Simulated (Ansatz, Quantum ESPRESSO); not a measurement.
## Preparing Rb2MoO2F4 (Ama2) as a host crystal

Aim: the runs on the perfect crystal Rb2MoO2F4 (Ama2) that a defect calculation needs first.

Calculated with Ansatz 0.2.0; plane-wave PAW DFT, PBEsol; relaxation of the host's cell and atoms, in the first sound run; inputs show where later runs differ.

## 1. Set-up

The structure is orthorhombic, space group Ama2 (No. 40). Conventional cell: a = 7.204 Å, b = 14.680 Å, c = 6.163 Å, α = 90.00°, β = 90.00°, γ = 90.00°. Nearest to Rb lie 7 F at 2.88 to 3.38 Å and 4 O at 3.10 to 3.46 Å. Rb has 9 F at 2.93 to 3.61 Å and 4 O at 3.09 to 3.16 Å nearest. Nearest to Mo lie 2 O at 1.76 Å and 4 F at 1.94 to 2.08 Å. Nearest to O lie 1 Mo at 1.76 Å and 4 Rb at 3.09 to 3.46 Å. Nearest to F lie 1 Mo at 1.94 Å and 3 Rb at 2.89 to 3.38 Å. Nearest to F lie 1 Mo at 2.08 Å and 4 Rb at 2.90 to 3.25 Å. Farther neighbours and most contacts between anions are not listed.

## 2. Host cell relaxation

Lattice and positions are set free, within the symmetry that the program keeps.

cell/input.yaml reads:

```yaml
crystal:
  lattice:
    - [7.204466, 0.0, 0.0]
    - [0.0, 7.339765, 3.081619]
    - [0.0, -7.339765, 3.081619]
  atoms:
    - { symbol: Rb, position: [0.75, 0.552609, 0.441327] }
    - { symbol: Rb, position: [0.25, 0.441327, 0.552609] }
    - { symbol: Rb, position: [0.75, 0.220755, 0.751177] }
    - { symbol: Rb, position: [0.25, 0.751177, 0.220755] }
    - { symbol: Mo, position: [0.75, 0.88896, 0.11571] }
    - { symbol: Mo, position: [0.25, 0.11571, 0.88896] }
    - { symbol: O, position: [0.062302, 0.301303, 0.067127] }
    - { symbol: O, position: [0.937698, 0.067127, 0.301303] }
    - { symbol: O, position: [0.562302, 0.067127, 0.301303] }
    - { symbol: O, position: [0.437698, 0.301303, 0.067127] }
    - { symbol: F, position: [0.75, 0.97407, 0.939718] }
    - { symbol: F, position: [0.25, 0.939718, 0.97407] }
    - { symbol: F, position: [0.929203, 0.617143, 0.857684] }
    - { symbol: F, position: [0.070797, 0.857684, 0.617143] }
    - { symbol: F, position: [0.429203, 0.857684, 0.617143] }
    - { symbol: F, position: [0.570797, 0.617143, 0.857684] }
    - { symbol: F, position: [0.75, 0.714698, 0.211461] }
    - { symbol: F, position: [0.25, 0.211461, 0.714698] }
basis:
  ecutwfc: 420
  xc_grid: 2
hamiltonian:
  xc: pbesol
kpoints:
  mp_grid: { grid: [4, 5, 5] }
scf:
  occupations: { method: fixed }
  max_iter: 100
relax:
  f_tol: 0.005
  max_steps: 60
  cell: {}
output:
  forces: true
  stress: true
checkpoint:
  write: "../cell.run"
  compress: false
  write_wavefunctions: false
  write_every: 100000
```

Launch:

```
$ ansatz run input.yaml --threads 8 --pin off --max-ram 14131MiB --backend cpu --events-out ev --progress --plain --runs-dir out
```

Numbers of over 12 decimals in the logs are rounded to 6 here.

What it wrote:

```text
[... repeated set-up lines and file paths are left out, and long positions are rounded to six places ...]
Engine: ansatz 0.2.0, aarch64-unknown-linux-gnu
Pseudopotentials: kind: paw
Pseudopotential: Rb, paw, valence charge 9, recommended cutoff 420 eV (normal), Rb.paw.azcp
Pseudopotential: Mo, paw, valence charge 14, recommended cutoff 420 eV (normal), Mo.paw.azcp
Pseudopotential: O, paw, valence charge 6, recommended cutoff 420 eV (normal), O.paw.azcp
Pseudopotential: F, paw, valence charge 7, recommended cutoff 420 eV (normal), F.paw.azcp
Functional definition: PBEsol
  exchange = pbesol_x
  correlation = pbesol_c
Crystal: 18 atoms, lattice volume = 325.906 Å³
Basis set: ecut = 420 eV, 6323 PW (Γ), exchange–correlation on 100×108×108 points (8 copies of the dense FFT grid, shifted against one another)
Bands: 90, of which v1, the nominal top of the filled ones, is band 72 counted from 1 (71 counted from 0)
Symmetry: 4 space group operations
Space group: Ama2 (ITA 40), of the structure as read, at distance tolerance 6.9e-5 Å
k-points: 27 of 100 (time reversal used)
Non-local potential: Rb, projectors of the file, l = 0: 3, l = 1: 2, l = 2: 2
Non-local potential: Mo, projectors of the file, l = 0: 3, l = 1: 2, l = 2: 2, l = 3: 1
Non-local potential: O, projectors of the file, l = 0: 2, l = 1: 2, l = 2: 1
Non-local potential: F, projectors of the file, l = 0: 2, l = 1: 2, l = 2: 1
PAW form: soft (Blöchl's): semilocal exchange-correlation on the pseudo side does not see the compensation charge
PAW frozen core: Rb, regenerated for the run's functional, and the local potential with it (the file was generated under x = pbe(κ = 0.804, μ = 0.219515), c = pbe(β = 0.066725))
PAW frozen core: Mo, regenerated for the run's functional, and the local potential with it (the file was generated under x = pbe(κ = 0.804, μ = 0.219515), c = pbe(β = 0.066725))
PAW frozen core: O, regenerated for the run's functional, and the local potential with it (the file was generated under x = pbe(κ = 0.804, μ = 0.219515), c = pbe(β = 0.066725))
PAW frozen core: F, regenerated for the run's functional, and the local potential with it (the file was generated under x = pbe(κ = 0.804, μ = 0.219515), c = pbe(β = 0.066725))
PAW one-centre angular grid: Rb, 110 points (default); XC on 64 Gauss nodes
PAW one-centre angular grid: Mo, 590 points (default); XC on 64 Gauss nodes
PAW one-centre angular grid: O, 110 points (default); XC on 64 Gauss nodes
PAW one-centre angular grid: F, 110 points (default); XC on 64 Gauss nodes
Initial density: superposition of atomic densities (neutral atoms: chi_scale 0, normalization atom), corrected by the library's trained network
Initial wavefunctions: pseudopotential atomic-orbital guess
Functional: x = pbesol(κ = 0.804, μ = 0.123457), c = pbesol(β = 0.046)
SCF iter   1: F=—  HF=-31323.676024 eV  |F-HF|=—  |Δ(HF+E_count)|=         —  Δρ=1.16e-2  dr2=3.20e-1  ethr=1.77e-3  ⟨swp⟩=5.0  Hψ=7858  notcnv=0  defer=430
preconditioner: auto → Resta (q_TF=auto, 2.381 Å⁻¹)  ε∞=3.6  [insulator: Δε(μ)=3.101 eV  Ē_g=14.344 eV  n_scr=74 (ndim 8)  ℏωp=23.3 eV  f_vac=0.126  ε∞_Penn≈3.6]
SCF iter   2: F=—  HF=-31323.627010 eV  |F-HF|=—  |Δ(HF+E_count)|=   4.90e-2  Δρ=5.93e-3  dr2=1.54e-1  ethr=2.22e-4  ⟨swp⟩=2.0  Hψ=4223  notcnv=0  defer=414
SCF iter   3: F=—  HF=-31323.605799 eV  |F-HF|=—  |Δ(HF+E_count)|=   2.12e-2  Δρ=1.83e-3  dr2=9.42e-3  ethr=1.07e-4  ⟨swp⟩=2.0  Hψ=3132  notcnv=0  defer=378
automatic band count: iteration 3 solves 88 bands in place of 90: the levels show a gap, and the empty bands left out lie too high to hold charge; the band table lists the bands solved (type scf.n_extra_bands for more)
SCF iter   4: F=—  HF=-31323.604925 eV  |F-HF|=—  |Δ(HF+E_count)|=   8.75e-4  Δρ=6.85e-4  dr2=1.05e-3  ethr=6.54e-6  ⟨swp⟩=2.0  Hψ=3530  notcnv=0  defer=378
SCF iter   5: F=—  HF=-31323.605126 eV  |F-HF|=—  |Δ(HF+E_count)|=   2.01e-4  Δρ=2.69e-4  dr2=1.56e-4  ethr=7.28e-7  ⟨swp⟩=2.9  Hψ=4511  notcnv=0  defer=323
SCF iter   6: F=—  HF=-31323.605221 eV  |F-HF|=—  |Δ(HF+E_count)|=   9.50e-5  Δρ=7.23e-5  dr2=1.26e-5  ethr=1.08e-7  ⟨swp⟩=2.0  Hψ=3158  notcnv=0  defer=270
SCF iter   7: F=—  HF=-31323.604475 eV  |F-HF|=—  |Δ(HF+E_count)|=   7.46e-4  Δρ=3.10e-5  dr2=2.52e-6  ethr=8.72e-9  ⟨swp⟩=2.0  Hψ=3672  notcnv=0  defer=270
SCF iter   8: F=—  HF=-31323.604477 eV  |F-HF|=—  |Δ(HF+E_count)|=   2.10e-6  Δρ=7.86e-6  dr2=2.40e-7  ethr=1.75e-9  ⟨swp⟩=2.0  Hψ=3346  notcnv=0  defer=270
SCF iter   9: F=-31323.604477 eV  HF=-31323.604477 eV  |F-HF|=4.18e-9  |Δ(HF+E_count)|=   2.28e-7  Δρ=2.06e-6  dr2=1.47e-8  ethr=6.94e-11  ⟨swp⟩=4.0  Hψ=8100  notcnv=0
SCF 1 converged in 9 iterations: F = -31323.604477 eV  dr2 = 1.47e-8
  greatest PAW one-centre occupation: 0.999 electrons in one spin orbital (limit 2), on the Mo atom at site 4 (counted from 0), in its partial waves of l = 0
relax step   1: F+E_penalty+E_count = -31323.60447713 eV  Δ(F+E_penalty+E_count) = +0.000e0 eV  max|allowed force component| = 1.088e0 eV/Å  Δτ_max = 0.0000 Å  P = -4.729 GPa  Ω = 325.906 Å³  (9 SCF iters, dr2 threshold 1.00e-7 eV, accepted)
[... the SCF cycles and remarks between the steps are left out from here to the last step ...]
relax step   2: F+E_penalty+E_count = -31323.95037872 eV  Δ(F+E_penalty+E_count) = -3.459e-1 eV  max|allowed force component| = 2.565e-1 eV/Å  Δτ_max = 0.1006 Å  P = +0.390 GPa  Ω = 298.660 Å³  energy of the carried Pulay correction = +8.355e-2 eV  (9 SCF iters, dr2 threshold 1.80e-6 eV, accepted)
relax step   3: F+E_penalty+E_count = -31323.95331506 eV  Δ(F+E_penalty+E_count) = -2.936e-3 eV  max|allowed force component| = 6.727e-2 eV/Å  Δτ_max = 0.0725 Å  P = +0.105 GPa  Ω = 306.756 Å³  energy of the carried Pulay correction = +5.797e-2 eV  (8 SCF iters, dr2 threshold 1.80e-6 eV, accepted)
relax step   4: F+E_penalty+E_count = -31323.96051691 eV  Δ(F+E_penalty+E_count) = -7.202e-3 eV  max|allowed force component| = 4.003e-2 eV/Å  Δτ_max = 0.0285 Å  P = -0.026 GPa  Ω = 305.748 Å³  energy of the carried Pulay correction = +6.112e-2 eV  (8 SCF iters, dr2 threshold 2.83e-7 eV, accepted)
relax step   5: F+E_penalty+E_count = -31323.96307620 eV  Δ(F+E_penalty+E_count) = -2.559e-3 eV  max|allowed force component| = 3.159e-2 eV/Å  Δτ_max = 0.0096 Å  P = +0.001 GPa  Ω = 305.153 Å³  energy of the carried Pulay correction = +6.298e-2 eV  (8 SCF iters, dr2 threshold 1.00e-7 eV, accepted)
[...]
relax step  10: F+E_penalty+E_count = -31323.93860034 eV  Δ(F+E_penalty+E_count) = -1.639e-2 eV  max|allowed force component| = 2.943e-2 eV/Å  Δτ_max = 0.0198 Å  P = +0.105 GPa  Ω = 300.307 Å³  energy of the carried Pulay correction = +1.389e-2 eV  (8 SCF iters, dr2 threshold 2.82e-7 eV, accepted)
relax step  11: F+E_penalty+E_count = -31323.93629486 eV  Δ(F+E_penalty+E_count) = +2.305e-3 eV  max|allowed force component| = 2.318e-2 eV/Å  Δτ_max = 0.0099 Å  P = -0.001 GPa  Ω = 301.371 Å³  energy of the carried Pulay correction = +1.076e-2 eV  (8 SCF iters, dr2 threshold 5.59e-8 eV, accepted)
relax step  12: F+E_penalty+E_count = -31323.93610979 eV  Δ(F+E_penalty+E_count) = +1.851e-4 eV  max|allowed force component| = 1.706e-2 eV/Å  Δτ_max = 0.0051 Å  P = +0.026 GPa  Ω = 301.443 Å³  energy of the carried Pulay correction = +1.053e-2 eV  (7 SCF iters, dr2 threshold 3.36e-8 eV, accepted)
relax step  13: F+E_penalty+E_count = -31323.93619587 eV  Δ(F+E_penalty+E_count) = -8.608e-5 eV  max|allowed force component| = 3.557e-3 eV/Å  Δτ_max = 0.0021 Å  P = -0.000 GPa  Ω = 301.431 Å³  energy of the carried Pulay correction = +1.056e-2 eV  (6 SCF iters, dr2 threshold 1.82e-8 eV, accepted)
relax step  14: F+E_penalty+E_count = -31323.92604778 eV  Δ(F+E_penalty+E_count) = +1.015e-2 eV  max|allowed force component| = 3.609e-3 eV/Å  Δτ_max = 0.0000 Å  P = -0.041 GPa  Ω = 301.431 Å³  stress off target by 5.67e-2 GPa  SCF on the basis re-selected at this cell (its energy is not comparable with the rows above)  (7 SCF iters)
relax step  15: F+E_penalty+E_count = -31323.92719199 eV  Δ(F+E_penalty+E_count) = -1.144e-3 eV  max|allowed force component| = 7.074e-3 eV/Å  Δτ_max = 0.0039 Å  P = -0.006 GPa  Ω = 301.069 Å³  energy of the carried Pulay correction = +1.073e-3 eV  (8 SCF iters, dr2 threshold 8.04e-9 eV, accepted)
relax step  16: F+E_penalty+E_count = -31323.92754518 eV  Δ(F+E_penalty+E_count) = -3.532e-4 eV  max|allowed force component| = 4.821e-3 eV/Å  Δτ_max = 0.0011 Å  P = -0.008 GPa  Ω = 300.965 Å³  energy of the carried Pulay correction = +1.418e-3 eV  (7 SCF iters, dr2 threshold 3.13e-9 eV, accepted)
iter 1 solved again at ethr=2.88e-7 eV; its pass at ethr=3.10e-3 eV (dr2=4.15e-4 eV) is discarded
SCF iter   1: F=—  HF=-31323.926007 eV  |F-HF|=—  |Δ(HF+E_count)|=         —  Δρ=1.56e-5  dr2=1.11e-7  ethr=2.88e-7  ⟨swp⟩=3.0  Hψ=13499  notcnv=0  defer=432
eigensolver tolerance schedule: the retry pair's looser diagonalisation over-reported the residual by 3722.02 of it (diagonalisation noise at 0.53 of the residual, at the tolerance the schedule requests for it); [...]
SCF iter   2: F=—  HF=-31323.926112 eV  |F-HF|=—  |Δ(HF+E_count)|=   1.05e-4  Δρ=7.79e-6  dr2=4.55e-8  ethr=7.74e-11  ⟨swp⟩=3.7  Hψ=5998  notcnv=0  defer=432
SCF iter   3: F=—  HF=-31323.926112 eV  |F-HF|=—  |Δ(HF+E_count)|=   3.63e-8  Δρ=4.09e-6  dr2=3.23e-8  ethr=3.16e-11  ⟨swp⟩=2.0  Hψ=3510  notcnv=0  defer=432
SCF iter   4: F=—  HF=-31323.926112 eV  |F-HF|=—  |Δ(HF+E_count)|=   4.60e-9  Δρ=1.06e-6  dr2=1.44e-9  ethr=2.24e-11  ⟨swp⟩=2.0  Hψ=3510  notcnv=0  defer=432
SCF iter   5: F=—  HF=-31323.926112 eV  |F-HF|=—  |Δ(HF+E_count)|=  6.91e-10  Δρ=3.43e-7  dr2=1.87e-10  ethr=1.00e-12  ⟨swp⟩=2.0  Hψ=3726  notcnv=0  defer=432
SCF iter   6: F=-31323.926112 eV  HF=-31323.926112 eV  |F-HF|=1.09e-11  |Δ(HF+E_count)|=  2.91e-11  Δρ=8.67e-8  dr2=1.94e-11  ethr=1.00e-12  ⟨swp⟩=4.0  Hψ=7065  notcnv=0
SCF 17 converged in 6 iterations: F = -31323.926112 eV  dr2 = 1.94e-11
relax step  17: F+E_penalty+E_count = -31323.92611170 eV  Δ(F+E_penalty+E_count) = +1.433e-3 eV  max|allowed force component| = 4.806e-3 eV/Å  Δτ_max = 0.0000 Å  P = -0.011 GPa  Ω = 300.965 Å³  stress off target by 1.79e-2 GPa  SCF on the basis re-selected at this cell (its energy is not comparable with the rows above)  (6 SCF iters)
basis re-selected at this cell: Δ(F+E_penalty+E_count) = +1.433e-3 eV, ΔP = -0.003 GPa vs the last step (what re-selecting the basis moved, of the pressure what is left beyond the Pulay correction that the steps carried, after the strain that the cell walked [...]
SCF converged after 6 iterations
Free energy (F): -31323.926112 eV
Harris-Foulkes:  -31323.926112 eV  (|F-HF|=1.09e-11)
Internal energy: -31323.926112 eV  (E = F + TS)
E sigma→0 (E₀):  -31323.926112 eV
Fermi energy:    3.269013 eV
--- Per-component energies (eV) ---
  E_band       = -1179.096375
  E_kinetic    = 3988.238657
  E_local      = -12842.092148  (includes V_loc(G=0)·N_el)
  E_nonlocal   = 1762.731683
  E_hartree    = 4599.293069
  E_xc         = -1798.859992
  E_vxc        = -2182.180825  (∫ρ·V_xc dr)
  E_paw        = -18717.204942  (= ΣΔE_a)
  E_vpaw       = -1104.405708  (= ΣTr[D̂ρ^β])
  E_aug_tail   = 0.025959  (compensation charges beyond the density's cutoff)
  E_ewald      = -8317.452372
  E_core_change = 1.393974  (= ΣΔE_core)
  E_smearing   = -0.000000  (= −TS)
  E_closure    = 0.000000  (closes the sum)
  Σ components = -31323.926112   (vs F -31323.926112, Δ=0.00e0)
--- Forces (eV/Å), atoms counted from 1 ---
  atom   1  Rb     0.00000000     0.00003872    -0.00023466
  atom   2  Rb    -0.00000000    -0.00003872    -0.00023466
  atom   3  Rb    -0.00000000    -0.00057756     0.00018501
  atom   4  Rb    -0.00000000     0.00057756     0.00018501
  atom   5  Mo    -0.00000000     0.00009082     0.00480615
  atom   6  Mo    -0.00000000    -0.00009082     0.00480615
  atom   7  O      0.00297413     0.00056131    -0.00196576
  atom   8  O     -0.00297413    -0.00056131    -0.00196576
  atom   9  O      0.00297413    -0.00056131    -0.00196576
  atom  10  O     -0.00297413     0.00056131    -0.00196576
  atom  11  F      0.00000000    -0.00246805    -0.00161613
  atom  12  F     -0.00000000     0.00246805    -0.00161613
  atom  13  F      0.00039212     0.00032253     0.00077689
  atom  14  F     -0.00039212    -0.00032253     0.00077689
  atom  15  F      0.00039212    -0.00032253     0.00077689
  atom  16  F     -0.00039212     0.00032253     0.00077689
  atom  17  F     -0.00000000     0.00198553    -0.00076480
  atom  18  F      0.00000000    -0.00198553    -0.00076480
  max |Σ_I F_I| component: 4.34e-6 eV/Å
--- Stress (GPa, compression-positive) ---
       -0.005944      -0.000000       0.000000
       -0.000000      -0.017936      -0.000000
        0.000000      -0.000000      -0.008011
  P = ⅓ Tr σ = -0.0106 GPa (-0.106 kbar)
--- Relaxed structure (14 steps of the walk, 14 accepted, 3 SCFs on fresh bases) ---
  F+E_penalty+E_count = -31323.92611170 eV   max|allowed force component| = 4.806e-3 eV/Å   (the final SCF, on the basis selected at the relaxed cell)
  cell:  # Å, volume = 300.9648 Å³
    - [7.054500, 0, -5.065328037784305e-17]
    - [-2.1666298546580466e-17, 7.073536, 3.015663]
    - [-2.1666298546580448e-17, -7.073536, 3.015663]
  atoms:
    - { symbol: Rb, position: [0.750000, 0.542240, 0.445185] }
    - { symbol: Rb, position: [0.25, 0.445185, 0.542240] }
    - { symbol: Rb, position: [0.750000, 0.212404, 0.754428] }
    - { symbol: Rb, position: [0.25, 0.754428, 0.212404] }
    - { symbol: Mo, position: [0.750000, 0.887916, 0.119251] }
    - { symbol: Mo, position: [0.25, 0.119251, 0.887916] }
    - { symbol: O, position: [0.061088, 0.302309, 0.069224] }
    - { symbol: O, position: [0.938912, 0.069224, 0.302309] }
    - { symbol: O, position: [0.561088, 0.069224, 0.302309] }
    - { symbol: O, position: [0.438912, 0.302309, 0.069224] }
    - { symbol: F, position: [0.750000, 0.967188, 0.933810] }
    - { symbol: F, position: [0.25, 0.933810, 0.967188] }
    - { symbol: F, position: [0.930385, 0.615491, 0.861425] }
    - { symbol: F, position: [0.069615, 0.861425, 0.615491] }
    - { symbol: F, position: [0.430385, 0.861425, 0.615491] }
    - { symbol: F, position: [0.569615, 0.615491, 0.861425] }
    - { symbol: F, position: [0.750000, 0.716210, 0.221468] }
    - { symbol: F, position: [0.25, 0.221468, 0.716210] }
```

The job ended after 2.7 min (8 threads of Arm Neoverse V1, shared host; peak memory 1.6 GiB).

Step by step:

| step | energy less that of the first step (eV) | largest force component (eV/Å) | pressure (GPa) | volume (Å³) |
| --- | --- | --- | --- | --- |
| 1 | 0.0000 | 1.0876 | -4.73 | 325.91 |
| 2 | -0.3459 | 0.2565 | 0.39 | 298.66 |
| 3 | -0.3488 | 0.0673 | 0.11 | 306.76 |
| 4 | -0.3560 | 0.0400 | -0.03 | 305.75 |
| 5 | -0.3586 | 0.0316 | 0.00 | 305.15 |
| 6 | -0.3604 | 0.0176 | 0.01 | 304.77 |
| 7 | -0.3596 | 0.0084 | -0.01 | 305.03 |
| 8 | -0.3600 | 0.0020 | 0.00 | 304.93 |
| 9 | -0.3177 | 0.0027 | -0.30 | 304.93 |
| 10 | -0.3341 | 0.0294 | 0.10 | 300.31 |
| 11 | -0.3318 | 0.0232 | 0.00 | 301.37 |
| 12 | -0.3316 | 0.0171 | 0.03 | 301.44 |
| 13 | -0.3317 | 0.0036 | 0.00 | 301.43 |
| 14 | -0.3216 | 0.0036 | -0.04 | 301.43 |
| 15 | -0.3227 | 0.0071 | -0.01 | 301.07 |
| 16 | -0.3231 | 0.0048 | -0.01 | 300.96 |
| 17* | -0.3216 | 0.0048 | -0.01 | 300.96 |

Relaxation steps marked * repeat the geometry before them on a plane-wave basis chosen anew for their cell, so energy and pressure can jump there. The log counts 3 steps on a newly chosen plane-wave basis, not all of them marked here; energy and pressure can jump at such steps.

Forces are held to the 4 operations that the run works with; a distortion that breaks them can't arise in this run.

| conventional cell, symmetrised | before | after | change |
| --- | --- | --- | --- |
| a (Å) | 7.204 | 7.054 | -2.1 % |
| b (Å) | 14.680 | 14.147 | -3.6 % |
| c (Å) | 6.163 | 6.031 | -2.1 % |
| volume (Å³/atom) | 18.11 | 16.72 | -7.7 % |

The atoms that moved most (Å, as changes of fractional coordinates times the final cell):

| atom | dx | dy | dz | length |
| --- | --- | --- | --- | --- |
| Rb2 | 0.000 | 0.101 | -0.020 | 0.103 |
| Rb1 | 0.000 | -0.101 | -0.020 | 0.103 |
| Rb3 | 0.000 | -0.082 | -0.015 | 0.083 |
| Rb4 | 0.000 | 0.082 | -0.015 | 0.083 |
| F17 | 0.000 | -0.060 | 0.035 | 0.069 |
| F18 | 0.000 | 0.060 | 0.035 | 0.069 |
| F16 | -0.008 | -0.038 | 0.006 | 0.040 |
| F13 | 0.008 | -0.038 | 0.006 | 0.040 |

This step gave:

| Quantity | Value |
| --- | --- |
| pressure | -0.01063 GPa |

The relaxation ends with a largest force component of 0.0048 eV/Å and a pressure of -0.01 GPa.

(Continued in part 2 of 3.)

[Logs are printed without paths, hosts, clocks, repeated set-up lines and the standing remarks that a program may print on its own settings, such as how far it seeks lower states.]

[Hosts, paths, dates, database ids (printed as entryN), source tags and the programs' standing remarks are cut or masked in the printed files.]

[Runs of the host that timed out are not shown.]

[For some hosts the program warned that the k-mesh of the response run may be too coarse for force constants and the static dielectric constant; such warnings are not always shown.]
